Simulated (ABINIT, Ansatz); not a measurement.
Planning a run of ABINIT 10.8.3 on Be3N2 (P6_3/mmc). The input:

```
acell 3*1.0 Angstrom
rprim 
  2.841679226310 0.000000000023 0.000000000000
  -1.420839613175 2.460966399380 0.000000000000
  0.000000000000 0.000000000000 9.746841010000
ntypat 2
znucl 4 7
natom 10
typat 1 1 1 1 1 1 2 2 2 2
xred 
  0.333333333333 0.666666666667 0.078485970000
  0.666666666667 0.333333333333 0.578485970000
  0.666666666667 0.333333333333 0.921514030000
  0.333333333333 0.666666666667 0.421514030000
  0.000000000000 0.000000000000 0.250000000000
  0.000000000000 0.000000000000 0.750000000000
  0.000000000000 0.000000000000 0.000000000000
  0.000000000000 0.000000000000 0.500000000000
  0.333333333333 0.666666666667 0.250000000000
  0.666666666667 0.333333333333 0.750000000000
pp_dirpath "pseudos"
pseudos "Be.upf, N.upf"
ecut 38
ngkpt 3 3 1
nshiftk 1
shiftk 0 0 0
kptopt 1
chksymbreak 0
istwfk *1
occopt 1
irdwfk 1
optdriver 3
nband 104
ecuteps 5.2
inclvkb 2
awtr 1
symchi 1
indata_prefix "in"
outdata_prefix "out"
tmpdata_prefix "tmp"
```

```sh
OMP_NUM_THREADS=1 mpirun -n 4 abinit run.abi > log
```

Question: How long will it take on 4 MPI ranks of Intel Xeon Platinum 8375C at 2.90GHz (Ice Lake), shared host, and how much memory?

It took 18 s; on shared hardware allow 9.1 s to 37 s. Peak host memory was 0.66 GiB.

[Paths, hosts, dates, memory and timing lines, banners, echoed tables and standing remarks are left out of the program output.]

[Logs are printed without paths, hosts, clocks, repeated set-up lines and the standing remarks that a program may print on its own settings, such as how far it seeks lower states.]

[Runs of the session that timed out or met a known fault of the program may be left out.]

[Hosts, paths, dates, database ids (printed as entryN), source tags and the programs' standing remarks are cut or masked in the printed files.]

[G0W0 gaps are taken among the corrected bands and points alone; a level outside them can change the order at an edge.]

[Where Ansatz stands beside ABINIT at settings called matched, ABINIT's density can come from a denser mesh and the files from another edition; pairs whose starting gaps differed by over 0.03 eV were left out, so agreement reads better than it is.]
